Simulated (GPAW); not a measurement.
# Geometry or basis: what sets the conductance of thiophene-2,5-dithiol between two Ir chains, part 2 of 2

Aim: the conductance of thiophene-2,5-dithiol between two Ir chains after relaxation, and whether geometry, basis or functional moves it most.

GPAW 26.7.0; GPAW LCAO, PAW setups; relaxation of the junction within the symmetry of its start, lead ends held (the session's first sound run).

So far, transmission at the Fermi level (one spin): step 3 (GPAW, dzp) 0.238; step 4 (basis szp(dzp)) 0.385; step 5 (basis sz(dzp)) 0.590.

## (6) revPBE in the dzp basis: xc = "revPBE"

Level of this step: GPAW LCAO, PAW setups; Landauer transmission from Green's functions with principal layers (ASE), zero bias (GPAW).

Back in the dzp basis, the functional changes from PBE to revPBE, to set the spread between functionals beside that between bases.

run.py reads:

```python
import json
import numpy as np
from ase import Atoms
from ase.transport.calculators import TransportCalculator
from gpaw import GPAW, FermiDirac
from gpaw.lcao.tools import get_lcao_hamiltonian
from scipy.linalg import eigh

# The junction with lead layers at both ends, along the third cell vector
device = Atoms(
    ['Ir', 'Ir', 'Ir', 'Ir', 'Ir', 'Ir', 'Ir', 'Ir', 'S', 'H', 'C', 'C', 'S', 'C', 'C', 'H', 'S', 'Ir', 'Ir', 'Ir', 'Ir', 'Ir', 'Ir', 'Ir', 'Ir'],
    positions=[
        [8.22138, 4.50000, 1.15000],
        [8.22138, 4.50000, 3.45000],
        [8.22138, 4.50000, 5.75000],
        [8.22138, 4.50000, 8.05000],
        [8.22138, 4.50000, 10.35000],
        [8.22138, 4.50000, 12.65000],
        [8.22138, 4.50000, 14.95000],
        [8.41580, 4.50000, 17.28318],
        [10.57572, 4.50000, 17.56135],
        [13.16609, 4.50000, 19.18293],
        [10.94719, 4.50000, 19.24242],
        [12.25200, 4.50000, 19.80433],
        [9.72357, 4.50000, 20.50557],
        [12.25200, 4.50000, 21.20680],
        [10.94719, 4.50000, 21.76871],
        [13.16610, 4.50000, 21.82820],
        [10.57572, 4.49999, 23.44978],
        [8.41580, 4.50000, 23.72795],
        [8.22138, 4.50000, 26.06113],
        [8.22138, 4.50000, 28.36113],
        [8.22138, 4.50000, 30.66113],
        [8.22138, 4.50000, 32.96113],
        [8.22138, 4.50000, 35.26113],
        [8.22138, 4.50000, 37.56113],
        [8.22138, 4.50000, 39.86113]],
    cell=[[16.44276, 0.0, 0.0], [0.0, 9.0, 0.0], [0.0, 0.0, 41.01113]],
    pbc=True)

# One principal layer of the lead: the first 5 atoms of the device
lead = Atoms(
    ['Ir', 'Ir', 'Ir', 'Ir', 'Ir'],
    positions=[
        [8.22138, 4.50000, 1.15000],
        [8.22138, 4.50000, 3.45000],
        [8.22138, 4.50000, 5.75000],
        [8.22138, 4.50000, 8.05000],
        [8.22138, 4.50000, 10.35000]],
    cell=[[16.44276, 0.0, 0.0], [0.0, 9.0, 0.0], [0.0, 0.0, 11.5]],
    pbc=True)

settings = dict(mode='lcao', basis='dzp', xc='revPBE', h=0.2,
                occupations=FermiDirac(0.1), maxiter=250,
                mixer=dict(beta=0.1, nmaxold=8, weight=100.0),
                convergence=dict(density=0.0001))
energies = np.arange(-2, 2 + 1e-9, 0.025)
eta = 0.0001
n1, n2 = 1, 1
# k and -k transmit alike, so half of the mesh across the current serves
mesh = [(i, j) for i in range(n1) for j in range(n2) if (i, j) <= (-i % n1, -j % n2)]
weights = np.array([1 if (i, j) == (-i % n1, -j % n2) else 2 for i, j in mesh]) / (n1 * n2)

# [... helper functions left out ...]
fermi_lead = ground_state(lead, (1, 1, 10), 'lead.txt')
fermi_device = ground_state(device, (1, 1, 2), 'device.txt')
# [... loop over the mesh left out, but for ...]
        # Shift the lead onto the potential of the device's first layer
        shift = ((H[:, 0, 0] - H0[:, 0, 0]) / S0[0, 0]).real.mean()
# [...]
kT = 8.617333e-5 * 300
bias = [0.1, 0.2, 0.5, 1.0, 1.5, 2.0]
# [... integrals and printing left out ...]
```

Run with:

```sh
$ OMP_NUM_THREADS=1 OPENBLAS_NUM_THREADS=1 python run.py
```

The log of the run:

```text
basis functions: device 533, principal layer 135
Fermi level: lead -4.4783 eV, device -4.1142 eV; lead shifted by -0.0045 eV
largest coupling past the next layer 1.47e-06 eV, largest misfit of the first layer 0.162 eV
  E-E_F (eV)   T (one spin)  [channel counts left out]
    -2.000    5.1445e-02
    -1.975    4.7066e-02
    -1.950    4.3655e-02
[...]
1.975    5.5674e-01
     2.000    5.2900e-01
conductance at 300 K: 0.21791 G0 a cell; thermopower 45.85 uV/K
current from the zero-bias T(E) at 0.1 V: 1.6701 uA
current from the zero-bias T(E) at 0.2 V: 3.3169 uA
current from the zero-bias T(E) at 0.5 V: 11.877 uA
current from the zero-bias T(E) at 1.0 V: 24.933 uA
current from the zero-bias T(E) at 1.5 V: 41.918 uA
current from the zero-bias T(E) at 2.0 V: 48.708 uA
```

Elapsed: 5.6 min, on 1 thread of Arm Neoverse V1, shared host; peak memory 2.3 GiB.

Numbers from this step:

- conductance: 0.2179 G₀
- largest misfit of the first principal layer: 0.1622 eV
- shift that aligns the lead: -0.004511 eV
- basis functions of the junction: 533
- basis functions of a principal layer: 135
- transmission at the Fermi level (one spin): 0.2293

The conductance, 0.218 G₀, lies 4.5 % below that of the dzp run.

## (7) Without the relaxation: geometry = "as built"

The dzp basis with PBE on the structure as first built shows what the relaxation was worth.

Changes to run.py since step 6:

```diff
@@ -19,13 +19,13 @@
         [8.22138, 4.50000, 14.95000],
-        [8.41580, 4.50000, 17.28318],
-        [10.57572, 4.50000, 17.56135],
-        [13.16609, 4.50000, 19.18293],
-        [10.94719, 4.50000, 19.24242],
-        [12.25200, 4.50000, 19.80433],
-        [9.72357, 4.50000, 20.50557],
-        [12.25200, 4.50000, 21.20680],
-        [10.94719, 4.50000, 21.76871],
-        [13.16610, 4.50000, 21.82820],
-        [10.57572, 4.49999, 23.44978],
-        [8.41580, 4.50000, 23.72795],
+        [8.22138, 4.50000, 17.25000],
+        [10.59911, 4.50000, 17.57621],
+        [13.19275, 4.50000, 19.18131],
+        [11.02062, 4.50000, 19.27616],
+        [12.29756, 4.50000, 19.79172],
+        [9.83633, 4.50000, 20.50557],
+        [12.29756, 4.50000, 21.21941],
+        [11.02062, 4.50000, 21.73497],
+        [13.19276, 4.50000, 21.82982],
+        [10.59911, 4.49999, 23.43492],
+        [8.22138, 4.50000, 23.76113],
         [8.22138, 4.50000, 26.06113],
@@ -52,3 +52,3 @@
 
-settings = dict(mode='lcao', basis='dzp', xc='revPBE', h=0.2,
+settings = dict(mode='lcao', basis='dzp', xc='PBE', h=0.2,
                 occupations=FermiDirac(0.1), maxiter=250,
```

The log of the run:

```text
basis functions: device 533, principal layer 135
Fermi level: lead -4.5666 eV, device -4.2462 eV; lead shifted by -0.0062 eV
largest coupling past the next layer 1.48e-06 eV, largest misfit of the first layer 0.200 eV
  E-E_F (eV)   T (one spin)  [channel counts left out]
    -2.000    1.5306e-02
    -1.975    1.4150e-02
    -1.950    1.3203e-02
[...]
1.975    1.1968e-01
     2.000    1.1199e-01
conductance at 300 K: 0.39677 G0 a cell; thermopower 21.19 uV/K
current from the zero-bias T(E) at 0.1 V: 3.0385 uA
current from the zero-bias T(E) at 0.2 V: 5.9508 uA
current from the zero-bias T(E) at 0.5 V: 14.327 uA
current from the zero-bias T(E) at 1.0 V: 28.838 uA
current from the zero-bias T(E) at 1.5 V: 47.229 uA
current from the zero-bias T(E) at 2.0 V: 59.348 uA
```

Run time: 5.7 min. Hardware: 1 thread; peak memory 2.3 GiB.

Numbers from this step:

* conductance: 0.3968 G₀
* largest coupling past the next principal layer: 1.48e-6 eV
* largest misfit of the first principal layer: 0.1998 eV
* shift that aligns the lead: -0.006203 eV
* transmission at the Fermi level (one spin): 0.4146

The conductance, 0.397 G₀, lies 74 % above that of the dzp run. At 0.1 eV T drops to or jumps from 0.0614 where the lead's channel count changes: a band edge of the lead lies in the thermal window, and enters the average.

## (8) Cost and result by level

Times are for 1 thread of Arm Neoverse V1, shared host. The series side by side:

| no. | run | conductance (G₀) | time | memory (GiB) |
| --- | --- | --- | --- | --- |
| 1 | dzp | 0.2282 | 5.5 min | 2.3 |
| 2 | szp | 0.3679 | 3.2 min | 2.2 |
| 3 | sz | 0.5689 | 2.7 min | 2.2 |
| 4 | dzp revPBE | 0.2179 | 5.6 min | 2.3 |
| 5 | asbuilt | 0.3968 | 5.7 min | 2.3 |

## (9) The levels side by side

The curves are compared point by point over the common energies.

This step: comparison of transmission and cost over codes, levels and geometry (GPAW 26.7.0).

Ladder, by row:

| step | code | T at the Fermi level (sum over the listed spins) | conductance (G0) | r.m.s. T(E) from the first | wall time (s) | peak memory (GiB) | threads |
| --- | --- | --- | --- | --- | --- | --- | --- |
| dzp | GPAW | 0.2383 | 0.2282 | 0 | 332.8 | 2.29 | 1 |
| szp | GPAW | 0.3853 | 0.3679 | 0.126 | 194.5 | 2.22 | 1 |
| sz | GPAW | 0.5895 | 0.5689 | 0.183 | 162.5 | 2.16 | 1 |
| dzp-revPBE | GPAW | 0.2293 | 0.2179 | 0.02113 | 333.4 | 2.3 | 1 |
| asbuilt | GPAW | 0.4146 | 0.3968 | 0.181 | 339.1 | 2.29 | 1 |

Transmission, zone mean, sum over the listed spins against energy, zero at the Fermi level:

| energy (eV) | dzp | szp | sz | dzp-revPBE | asbuilt |
| --- | --- | --- | --- | --- | --- |
| -2.000 | 0.0523 | 0.0445 | 0.523 | 0.0514 | 0.0153 |
| -1.800 | 0.0311 | 0.0251 | 0.0388 | 0.0292 | 0.00934 |
| -1.600 | 0.0175 | 0.0162 | 0.0261 | 0.0168 | 0.00681 |
| -1.400 | 0.0115 | 0.0108 | 0.0177 | 0.0111 | 0.00527 |
| -1.200 | 0.0530 | 0.0328 | 0.0372 | 0.0562 | 0.207 |
| -1.000 | 0.0941 | 0.0743 | 0.0766 | 0.0974 | 0.329 |
| -0.800 | 0.436 | 0.372 | 0.320 | 0.467 | 0.804 |
| -0.650 | 0.992 | 0.976 | 0.865 | 0.998 | 0.997 |
| -0.625 | 0.996 | 0.998 | 0.941 | 0.989 | 0.987 |
| -0.600 | 0.965 | 0.979 | 0.984 | 0.949 | 0.968 |
| -0.575 | 0.914 | 0.936 | 0.999 | 0.893 | 0.943 |
| -0.400 | 0.552 | 0.611 | 0.816 | 0.542 | 0.719 |
| -0.200 | 0.509 | 0.599 | 0.772 | 0.502 | 0.643 |
| 0.000 | 0.238 | 0.385 | 0.590 | 0.229 | 0.415 |
| 0.125 | 0.0426 | 0.164 | 0.977 | 0.0463 | 0.872 |
| 0.150 | 0.0846 | 0.904 | 0.173 | 0.0958 | 0.142 |
| 0.200 | 0.586 | 0.162 | 0.0442 | 0.725 | 0.0239 |
| 0.225 | 0.955 | 0.0894 | 0.0328 | 0.839 | 0.0166 |
| 0.400 | 0.0420 | 0.0276 | 0.0168 | 0.0385 | 0.00922 |
| 0.600 | 0.0292 | 0.0288 | 0.0171 | 0.0266 | 0.0125 |
| 0.800 | 0.0366 | 0.0446 | 0.0241 | 0.0330 | 0.0197 |
| 1.000 | 0.0531 | 0.0672 | 0.0367 | 0.0478 | 0.0163 |
| 1.200 | 0.0760 | 0.0973 | 0.0503 | 0.0683 | 0.0246 |
| 1.400 | 0.110 | 0.143 | 0.0667 | 0.0986 | 0.0420 |
| 1.600 | 0.161 | 0.214 | 0.0882 | 0.144 | 0.0685 |
| 1.800 | 0.238 | 0.327 | 0.116 | 0.213 | 0.120 |
| 1.950 | 0.629 | 0.561 | 0.223 | 0.594 | 0.136 |
| 2.000 | 0.554 | 0.639 | 0.212 | 0.529 | 0.112 |

## (10) Functional LDA: xc = "LDA"

The functional moves levels against the Fermi level.

This step: GPAW LCAO, PAW setups; Landauer transmission from Green's functions with principal layers (ASE), zero bias (GPAW 26.7.0).

Changes to run.py since step 7:

```diff
@@ -19,13 +19,13 @@
         [8.22138, 4.50000, 14.95000],
-        [8.22138, 4.50000, 17.25000],
-        [10.59911, 4.50000, 17.57621],
-        [13.19275, 4.50000, 19.18131],
-        [11.02062, 4.50000, 19.27616],
-        [12.29756, 4.50000, 19.79172],
-        [9.83633, 4.50000, 20.50557],
-        [12.29756, 4.50000, 21.21941],
-        [11.02062, 4.50000, 21.73497],
-        [13.19276, 4.50000, 21.82982],
-        [10.59911, 4.49999, 23.43492],
-        [8.22138, 4.50000, 23.76113],
+        [8.41580, 4.50000, 17.28318],
+        [10.57572, 4.50000, 17.56135],
+        [13.16609, 4.50000, 19.18293],
+        [10.94719, 4.50000, 19.24242],
+        [12.25200, 4.50000, 19.80433],
+        [9.72357, 4.50000, 20.50557],
+        [12.25200, 4.50000, 21.20680],
+        [10.94719, 4.50000, 21.76871],
+        [13.16610, 4.50000, 21.82820],
+        [10.57572, 4.49999, 23.44978],
+        [8.41580, 4.50000, 23.72795],
         [8.22138, 4.50000, 26.06113],
@@ -52,3 +52,3 @@
 
-settings = dict(mode='lcao', basis='dzp', xc='PBE', h=0.2,
+settings = dict(mode='lcao', basis='dzp', xc='LDA', h=0.2,
                 occupations=FermiDirac(0.1), maxiter=250,
```

The log of the run:

```text
basis functions: device 533, principal layer 135
Fermi level: lead -4.8615 eV, device -4.4820 eV; lead shifted by -0.0048 eV
largest coupling past the next layer 1.53e-06 eV, largest misfit of the first layer 0.166 eV
  E-E_F (eV)   T (one spin)  channels
    -2.000    5.5604e-02    4.0000
    -1.975    5.1587e-02    4.0000
    -1.950    4.7901e-02    4.0000
    -1.925    4.4545e-02    4.0000
    -1.900    4.1530e-02    4.0000
    -1.875    3.9158e-02    4.0000
    -1.850    3.8032e-02    4.0000
    -1.825    6.4411e-02    4.0000
    -1.800    3.1540e-02    4.0000
    -1.775    2.8173e-02    4.0000
    -1.750    2.6437e-02    4.0000
    -1.725    2.4896e-02    4.0000
    -1.700    2.3476e-02    4.0000
    -1.675    2.2163e-02    4.0000
    -1.650    2.0945e-02    4.0000
    -1.625    1.9813e-02    4.0000
[...]
1.825    2.9749e-01    3.0000
     1.850    3.1411e-01    3.0000
     1.875    3.3396e-01    3.0000
     1.900    3.6099e-01    3.0000
     1.925    6.9699e-01    1.0000
     1.950    6.4776e-01    1.0000
     1.975    6.1235e-01    1.0000
     2.000    5.9164e-01    1.0000
conductance at 300 K: 0.23626 G0 a cell; thermopower 41.48 uV/K
current from the zero-bias T(E) at 0.1 V: 1.8108 uA
current from the zero-bias T(E) at 0.2 V: 3.5676 uA
current from the zero-bias T(E) at 0.5 V: 12.051 uA
current from the zero-bias T(E) at 1.0 V: 26.189 uA
current from the zero-bias T(E) at 1.5 V: 43.143 uA
current from the zero-bias T(E) at 2.0 V: 49.327 uA
```

Run time: 4.8 min. Hardware: 1 thread; peak memory 2.3 GiB.

This step gave:

- conductance: 0.2363 G₀
- largest coupling past the next principal layer: 1.53e-6 eV
- largest misfit of the first principal layer: 0.1656 eV
- shift that aligns the lead: -0.004839 eV
- transmission at the Fermi level (one spin): 0.2483

One spin. The transmission, zone mean by energy, zero at the Fermi level:

| energy (eV) | transmission, zone mean |
| --- | --- |
| -2.000 | 0.0556 |
| -1.800 | 0.0315 |
| -1.600 | 0.0188 |
| -1.400 | 0.0123 |
| -1.200 | 0.0494 |
| -1.000 | 0.0880 |
| -0.800 | 0.392 |
| -0.625 | 1.000 |
| -0.600 | 0.983 |
| -0.400 | 0.559 |
| -0.200 | 0.509 |
| 0.000 | 0.248 |
| 0.200 | 0.358 |
| 0.225 | 0.907 |
| 0.400 | 0.0530 |
| 0.600 | 0.0350 |
| 0.800 | 0.0442 |
| 1.000 | 0.0631 |
| 1.200 | 0.0900 |
| 1.400 | 0.131 |
| 1.600 | 0.192 |
| 1.800 | 0.283 |
| 1.925 | 0.697 |
| 2.000 | 0.592 |

Crossings of the lead's bands, unfolded to its shortest repeat. Open channels, zone mean against energy, zero at the Fermi level:

| energy (eV) | open channels, zone mean |
| --- | --- |
| -2.000 | 4 |
| -1.900 | 4 |
| -1.800 | 4 |
| -1.700 | 4 |
| -1.600 | 4 |
| -1.500 | 4 |
| -1.400 | 4 |
| -1.300 | 6 |
| -1.200 | 6 |
| -1.100 | 6 |
| -1.000 | 6 |
| -0.900 | 6 |
| -0.800 | 6 |
| -0.700 | 6 |
| -0.600 | 6 |
| -0.500 | 6 |
| -0.400 | 6 |
| -0.300 | 6 |
| -0.200 | 6 |
| -0.100 | 6 |
| 0.000 | 6 |
| 0.100 | 4 |
| 0.200 | 4 |
| 0.300 | 4 |
| 0.400 | 4 |
| 0.500 | 4 |
| 0.600 | 4 |
| 0.700 | 4 |
| 0.800 | 4 |
| 0.900 | 3 |
| 1.000 | 3 |
| 1.100 | 3 |
| 1.200 | 3 |
| 1.300 | 3 |
| 1.400 | 3 |
| 1.500 | 3 |
| 1.600 | 3 |
| 1.700 | 3 |
| 1.800 | 3 |
| 1.900 | 3 |
| 2.000 | 1 |

Not self-consistent under bias; the bias window is split evenly. Table of current through one cell, from the zero-bias transmission by bias:

| bias (V) | current through one cell, from the zero-bias transmission (μA) |
| --- | --- |
| 0.100 | 1.81 |
| 0.200 | 3.57 |
| 0.500 | 12.1 |
| 1.000 | 26.2 |
| 1.500 | 43.1 |
| 2.000 | 49.3 |

Table of transmission of the three most open eigenchannels by energy, zero at the Fermi level:

| energy (eV) | channel 1 | channel 2 | channel 3 |
| --- | --- | --- | --- |
| -2.000 | 0.0508 | 0.00351 | 0.00127 |
| -1.800 | 0.0267 | 0.00342 | 0.00144 |
| -1.600 | 0.0153 | 0.00326 | 2.2e-4 |
| -1.400 | 0.00910 | 0.00299 | 2.4e-4 |
| -1.200 | 0.0404 | 0.00660 | 0.00224 |
| -1.000 | 0.0811 | 0.00500 | 0.00178 |
| -0.800 | 0.386 | 0.00401 | 0.00160 |
| -0.600 | 0.979 | 0.00293 | 0.00170 |
| -0.400 | 0.555 | 0.00229 | 0.00204 |
| -0.200 | 0.504 | 0.00277 | 0.00235 |
| 0.000 | 0.241 | 0.00401 | 0.00290 |
| 0.200 | 0.349 | 0.00589 | 0.00351 |
| 0.400 | 0.0387 | 0.00836 | 0.00592 |
| 0.600 | 0.0128 | 0.0119 | 0.0103 |
| 0.800 | 0.0180 | 0.0177 | 0.00848 |
| 1.000 | 0.0318 | 0.0237 | 0.00771 |
| 1.200 | 0.0574 | 0.0242 | 0.00835 |
| 1.400 | 0.0977 | 0.0235 | 0.00988 |
| 1.600 | 0.158 | 0.0227 | 0.0119 |
| 1.800 | 0.245 | 0.0267 | 0.0112 |
| 2.000 | 0.592 | 3.3e-9 | 3.4e-10 |

The conductance, 0.236 G₀, lies 3.5 % above that of the dzp run.

## (11) Outcome

| Item | Value |
| --- | --- |
| conductance | 0.228 G₀ |
| transmission at the Fermi level, mean of the spins | 0.238 |

**Reading.** In the dzp basis the junction conducts 0.228 G₀ at 300 K, with T = 0.238 a spin at the Fermi level; no smaller basis tried comes within 10 % of that conductance. Relaxation moved atoms by up to 0.20 Å and took the conductance from 0.397 to 0.228 G₀, as a ratio a smaller change than the step from dzp to the minimal basis. At the Fermi level one eigenchannel carries the current (0.23). Measured against the first run (dzp), the nearest curve is that of dzp-revPBE (r.m.s. 0.021) and the farthest that of sz (0.18). Over the compared runs wall time goes from 162 s (sz) to 339 s (asbuilt), on a shared host. The leads kept an estimated spacing and the cell its length, so the junction may be under some tension or compression. The geometry comes from the orbital basis, which tends to overbind, and kept the symmetry of the start, so a structure of lower symmetry may lie lower. The run had no spin polarisation, so a magnetic state, which chains and small molecules with open shells often have, wasn't tested. Spin-orbit coupling is left out, which matters for the heavy atoms here. Semilocal functionals put molecular levels too near the Fermi level, so such conductances usually come out too high, and chain electrodes have a sharper density of states than real ones. An evenly spaced straight chain is an idealisation: free chains tend to dimerise, zigzag or, where a band edge lies near the Fermi level, turn magnetic. The currents use the zero-bias T(E) throughout, which holds only while the bias is small against the distance to the nearest feature. Within about eight thermal energies of the Fermi level ln T(E) bends sharply from one computed energy to the next, or the lead's channel count changes, so the thermal averages, above all the thermopower, rest on an interpolation that may be rough.

[Logs are printed without paths, hosts, clocks, repeated set-up lines and the standing remarks that a program may print on its own settings, such as how far it seeks lower states.]

[Hosts, paths, dates, database ids (printed as entryN), source tags and the programs' standing remarks are cut or masked in the printed files.]
